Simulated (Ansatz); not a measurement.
# La2Mg3Ni, from a guessed structure to a relaxed one, part 2 of 2

Starting from a made-up structure for La2Mg3Ni, the aim is the relaxed cell, its shortest contacts and, where a second run follows, its electronic structure.

Ansatz 0.2.0; DFT, PBE, plane-wave PAW, files of the set soft_1, scalar-relativistic, ferromagnetic start, cell and ions relaxed at zero pressure; PAW set soft_1 (the session's first sound run).

So far: The starting structure; Relaxing cell and atoms. The relaxed cell has a, b, c = 3.692, 5.024, 8.603 Å (conventional setting).

### 3. Bands of the relaxed cell

A second self-consistent run takes a narrower smearing and the mesh shown in its input; the bands follow along the standard path of the relaxed lattice.

This step: DFT, PBE, plane-wave PAW, files of the set soft_1, scalar-relativistic, no spin, bands and density of states at the relaxed cell; PAW set soft_1 (Ansatz 0.2.0).

input.yaml

```yaml
crystal:
  lattice:
    - [3.691848554, 0.0, 0.0]
    - [0.0, 5.0241215878, 0.0]
    - [0.0, 0.0, 8.6027443531]
  atoms:
    - { symbol: La, position: [0.0, 0.0, 0.4733402893] }
    - { symbol: La, position: [0.0, 0.5, 0.0576279482] }
    - { symbol: Ni, position: [0.5, 0.5, 0.3154001425] }
    - { symbol: Mg, position: [0.5, 0.5, 0.6468983165] }
    - { symbol: Mg, position: [0.5, 0.0, 0.1724962847] }
    - { symbol: Mg, position: [0.5, 0.0, 0.8293370189] }
kpoints:
  mp_grid: { grid: [8, 6, 4] }
  band_path:
    path:
      - [[0.0, 0.0, 0.0], [0.5, 0.0, 0.0], [0.5, 0.5, 0.0], [0.0, 0.5, 0.0], [0.0, 0.0, 0.0], [0.0, 0.0, 0.5], [0.5, 0.0, 0.5], [0.5, 0.5, 0.5], [0.0, 0.5, 0.5], [0.0, 0.0, 0.5]]
      - [[0.0, 0.5, 0.0], [0.0, 0.5, 0.5]]
      - [[0.5, 0.0, 0.5], [0.5, 0.0, 0.0]]
      - [[0.5, 0.5, 0.0], [0.5, 0.5, 0.5]]
    npoints: 6
scf:
  occupations: { method: fermi_dirac, width: 0.03 }
  n_extra_bands: 10
hamiltonian:
  xc: pbe
  pseudopotentials: { kind: paw, azcp: { folder: soft_1 } }
output:
  forces: true
  stress: true
  write_bands: true
  dos: { projected: true }
  write_density: true
  write_potential: true
  elf: true
  volumetric_format: npy
```

Run with:

```console
$ ansatz run input.yaml --threads 4 --pin off --max-ram 10240MiB --backend cpu --events-out ev --progress --plain --runs-dir out
```

Numbers of over 12 decimals in the logs are rounded to 6 here.

Log:

```text
La: projections on atomic orbitals take those of the free atom [Kr 4d10] 4f0 5s2 5p6 5d1 6s2, of charge +0.00 (hamiltonian.pseudopotentials.projection_atoms); the dataset's partial waves leave at most 1.9e-5 of an orbital's norm unspanned inside its sphere
[...]
Crystal: 6 atoms, lattice volume = 159.566 Å³
Basis set: ecut = 420 eV, 3101 PW (Γ), exchange–correlation on 50×72×120 points (8 copies of the dense FFT grid, shifted against one another)
Bands: 45, of which v1, the nominal top of the filled ones, is band 35 counted from 1 (34 counted from 0)
Symmetry: 4 space group operations
[...]
k-points: 60 of 192 (time reversal used)
[...]
SCF iter   1: F=—  HF=-24119.009875 eV  |F-HF|=—  |Δ(HF+E_count)|=         —  Δρ=4.36e-1  dr2=3.33e2  ethr=3.10e-3  ⟨swp⟩=9.7  Hψ=12957  notcnv=0
[...]
SCF iter  11: F=-24112.158386 eV  HF=-24112.158386 eV  |F-HF|=4.45e-9  |Δ(HF+E_count)|=   1.73e-8  Δρ=1.40e-6  dr2=6.37e-9  ethr=1.43e-10  ⟨swp⟩=8.9  Hψ=16906  notcnv=0
SCF 1 converged in 11 iterations: F = -24112.158386 eV  dr2 = 6.37e-9
[...]
NSCF: frozen V_eff on 76 k-points
SCF converged after 11 iterations
Free energy (F): -24112.158386 eV
[...]
Internal energy: -24112.140938 eV  (E = F + TS)
E sigma→0 (E₀):  -24112.149662 eV
Entropy (-TS):   -0.017448 eV (-2.908 meV/atom)
Fermi energy:    8.488112 eV
[...]
--- Forces (eV/Å), atoms counted from 1 ---
  atom   1  La     0.00000000    -0.00000000    -0.00121143
  atom   2  La    -0.00000000     0.00000000     0.02311514
  atom   3  Ni     0.00000000    -0.00000000    -0.00899657
  atom   4  Mg    -0.00000000     0.00000000    -0.01131394
  atom   5  Mg    -0.00000000     0.00000000     0.00483721
  atom   6  Mg     0.00000000    -0.00000000    -0.00643823
  max |Σ_I F_I| component: 7.82e-6 eV/Å
--- Stress (GPa, compression-positive) ---
       -0.337299      -0.000000      -0.000000
       -0.000000       0.098935       0.000000
       -0.000000       0.000000       0.108841
  P = ⅓ Tr σ = -0.0432 GPa (-0.432 kbar)
--- Band table (eV; the first three rows and the last of 60) ---
  k-point 0: bands = [... 31 lower, 7.2449, 7.9490, 8.0243, 8.4202, 8.6475, 9.0298, 9.5829, 10.0224, ... 6 higher]
  k-point 1: bands = [... 31 lower, 7.2450, 7.7055, 8.1235, 8.4209, 8.6094, 8.8214, 9.8464, 10.0098, ... 6 higher]
  k-point 2: bands = [... 31 lower, 7.2450, 7.4320, 8.3710, 8.4314, 8.4717, 8.6450, 9.8692, 9.9897, ... 6 higher]
  k-point 59: bands = [... 31 lower, 7.6370, 7.8293, 7.9777, 7.9990, 8.0150, 8.1178, 8.6412, 8.9228, ... 6 higher]
```

The job ended after 25 s (4 threads of Arm Neoverse V2, shared host; peak memory 0.78 GiB; 96 s of CPU time).

Reading the cycles: dr2 is the Hartree energy of the density residual (eV), the measure of convergence; HF is the Harris–Foulkes estimate of the energy, which meets the free energy F at convergence.

Numbers from this step:

```
free energy             : -24112.1584 eV
energy at zero smearing : -24112.1497 eV
smearing term TS        : 0.01745 eV
Fermi energy            : 8.488 eV
pressure                : -0.04317 GPa
```

From bands.tsv, the bands that come nearest the Fermi level along the path, at its corners, in eV from the Fermi level:

```tsv
point	band 32	band 33	band 34	band 35	band 36	band 37	band 38	band 39
Γ	-1.24	-0.54	-0.46	-0.07	0.16	0.54	1.09	1.53
X	-1.01	-0.88	-0.67	-0.56	0.26	0.57	0.58	1.31
S	-1.20	-0.90	-0.58	-0.43	0.15	0.28	0.72	0.92
Y	-1.36	-1.23	-1.02	-0.83	0.36	1.04	1.45	1.67
Γ	-1.24	-0.54	-0.46	-0.07	0.16	0.54	1.09	1.53
Z	-1.24	-1.06	-0.12	-0.06	-0.02	0.16	1.38	1.50
U	-1.11	-0.96	-0.87	-0.55	-0.04	0.21	0.38	1.10
R	-0.85	-0.66	-0.51	-0.49	-0.47	-0.37	0.15	0.43
T	-1.43	-1.23	-0.14	-0.13	0.13	0.64	1.56	1.67
Z	-1.24	-1.06	-0.12	-0.06	-0.02	0.16	1.38	1.50
Y	-1.36	-1.23	-1.02	-0.83	0.36	1.04	1.45	1.67
T	-1.43	-1.23	-0.14	-0.13	0.13	0.64	1.56	1.67
U	-1.11	-0.96	-0.87	-0.55	-0.04	0.21	0.38	1.10
X	-1.01	-0.88	-0.67	-0.56	0.26	0.57	0.58	1.31
S	-1.20	-0.90	-0.58	-0.43	0.15	0.28	0.72	0.92
R	-0.85	-0.66	-0.51	-0.49	-0.47	-0.37	0.15	0.43
```

States per cell as run, both spins, in windows of 1 eV, from dos.tsv (zero at the Fermi level): Near the top, bands beyond those computed are missing, so counts there can be too low.

```csv
from,to,total
-8,-7,0.00
-7,-6,0.00
-6,-5,0.09
-5,-4,0.85
-4,-3,2.83
-3,-2,2.67
-2,-1,10.44
-1,0,5.12
0,1,5.82
```

Below -8 eV lie 48.0 more states.

Electrostatic potential energy in the ac plane at fractional y = 0.500, with atoms of La and Ni and Mg within 0.2 Å of it. With pseudopotentials it is smooth inside the atoms' cores, unlike the true potential.

Ten even steps from '_' (-38 eV) to '@' (12 eV), each cell a mean:
```
::::==**%%%%@@@@@@%%##**--::
****##%%%%@@@@@@@@@@%%%%##**
%%%%%%@@@@@@@@@@@@@@@@@@%%%%
@@@@@@@@@@@@@@@@@@@@@@@@@@@@
@@@@@@@@@@@@@@@@@@@@@@@@@@@@
@@@@@@@@@@%%%%%%%%%%@@@@@@@@
@@@@@@%%##++::::--**%%@@@@@@
@@@@@@%%**..______::**%%@@@@
@@@@@@%%++________..**%%@@@@
@@@@@@%%##--____..==##%%@@@@
@@@@@@@@%%##****##%%%%@@@@@@
@@@@@@@@@@@@%%%%@@@@@@@@@@@@
@@@@@@@@@@@@@@@@@@@@@@@@@@@@
@@@@@@@@@@%%######%%@@@@@@@@
@@@@@@@@##++++++++++%%@@@@@@
@@@@@@%%++++%%@@##++**@@@@@@
@@@@@@%%++++@@@@%%++++%%@@@@
@@@@@@%%**==++**++++##@@@@@@
%%%%%%%%%%##******%%%%%%%%%%
++++**%%%%@@@@@@@@@@%%##**++
....--**##%%@@@@@@%%##++::..
==::..--**%%@@@@%%%%**::..--
##==..::**%%%%@@%%##++....++
::....==**%%@@@@%%%%**::..::
```
Columns run along a (3.7 Å; values clipped at the 3rd and 97th percentile), rows up along c (8.6 Å). Atoms in or near the plane, at fractional coordinates: La at (0.00, 0.06), Ni at (0.50, 0.32), Mg at (0.50, 0.65).

ELF in the ac plane at fractional y = 0.500, with atoms of La and Ni and Mg within 0.2 Å of it. It is the smooth field of the valence electrons, not physical close to the nuclei.

Ten even steps from '0' (0.04) to '9' (0.95), each cell a mean:
```
88863101014788
65421122111346
11011234321011
00123455542100
12234444444322
33332100012333
44310022100244
44300221220134
54301311220134
44310122210244
44431000002444
33444433344443
22333333333332
22221111111222
22111133211112
21111489731112
11111499831121
01111245321111
11112111112111
66422233322356
77763233223787
24775211126863
02686200036851
35885100026875
```
Columns run along a (3.7 Å), rows up along c (8.6 Å). Atoms in or near the plane, at fractional coordinates: La at (0.00, 0.06), Ni at (0.50, 0.32), Mg at (0.50, 0.65).

Valence density in the ac plane at fractional y = 0.500, with atoms of La and Ni and Mg within 0.2 Å of it. It is the smooth field of the valence electrons, not physical close to the nuclei.

Values in e/Å³, 24 rows by 14 columns, each cell a mean:
```
 1  1  1  0  0  0  0  0  0  0  0  1  1  1
 0  0  0  0  0  0  0  0  0  0  0  0  0  0
 0  0  0  0  0  0  0  0  0  0  0  0  0  0
 0  0  0  0  0  0  0  0  0  0  0  0  0  0
 0  0  0  0  0  0  0  0  0  0  0  0  0  0
 0  0  0  0  0  0  0  0  0  0  0  0  0  0
 0  0  0  0  0  0  2  2  1  0  0  0  0  0
 0  0  0  0  0  3 13 18 10  2  0  0  0  0
 0  0  0  0  0  5 18 24 14  3  0  0  0  0
 0  0  0  0  0  1  5  7  4  1  0  0  0  0
 0  0  0  0  0  0  0  0  0  0  0  0  0  0
 0  0  0  0  0  0  0  0  0  0  0  0  0  0
 0  0  0  0  0  0  0  0  0  0  0  0  0  0
 0  0  0  0  0  0  0  1  0  0  0  0  0  0
 0  0  0  0  0  2  4  5  3  1  0  0  0  0
 0  0  0  0  1  6 24 34 18  4  1  0  0  0
 0  0  0  0  1  8 32 47 23  5  1  0  0  0
 0  0  0  0  1  3  8 10  6  2  1  0  0  0
 0  0  0  0  0  0  1  1  1  0  0  0  0  0
 1  1  0  0  0  0  0  0  0  0  0  0  1  1
 2  1  1  1  0  0  0  0  0  0  0  1  1  1
 2  2  2  1  1  0  0  0  0  0  1  1  2  2
 2  2  2  1  1  0  0  0  0  0  1  1  2  2
 2  2  2  1  0  0  0  0  0  0  1  1  2  2
```
Columns run along a (3.7 Å), rows up along c (8.6 Å). Atoms in or near the plane, at fractional coordinates: La at (0.00, 0.06), Ni at (0.50, 0.32), Mg at (0.50, 0.65).

### 4. Summary of results

| Property | Result |
| --- | --- |
| space group, relaxed | Pmm2 |
| conventional cell | a = 3.692, b = 5.024, c = 8.603 Å; α = 90.0°, β = 90.0°, γ = 90.0° |
| volume per atom | 26.59 Å³ (guess 25.97) |
| total moment | 0.00 μB in the cell of 6 atoms |

In words: La2Mg3Ni relaxes to Pmm2 with a = 3.692, b = 5.024 and c = 8.603 Å. The guessed volume was 2 % too small. The space group Pmm2 was held in the relaxation, so the end point is a stationary structure within it and may be a saddle against distortions or other arrangements. The moments died out from this one start and weren't seeded again at the relaxed cell. Bands cross the Fermi level, so it is a metal or semimetal at this level. On the 8×6×4 mesh with the narrower smearing (relaxed on 6×6×4) the largest force component is 0.023 eV/Å and the largest stress component is 0.337 GPa, against the relaxation's thresholds of 0.015 eV/Å and 0.05 GPa. The cutoff wasn't tested. A vector of the cell changed its length by 12 %, more than the volume shows. Spin-orbit coupling is left out, which can matter for elements this heavy. No dispersion term is used, so weakly bound directions may come out too long. Nothing here tests whether the compound is stable against decomposition.

[Logs are printed without paths, hosts, clocks, repeated set-up lines and the standing remarks that a program may print on its own settings, such as how far it seeks lower states.]

[Hosts, paths, dates, database ids (printed as entryN), source tags and the programs' standing remarks are cut or masked in the printed files.]
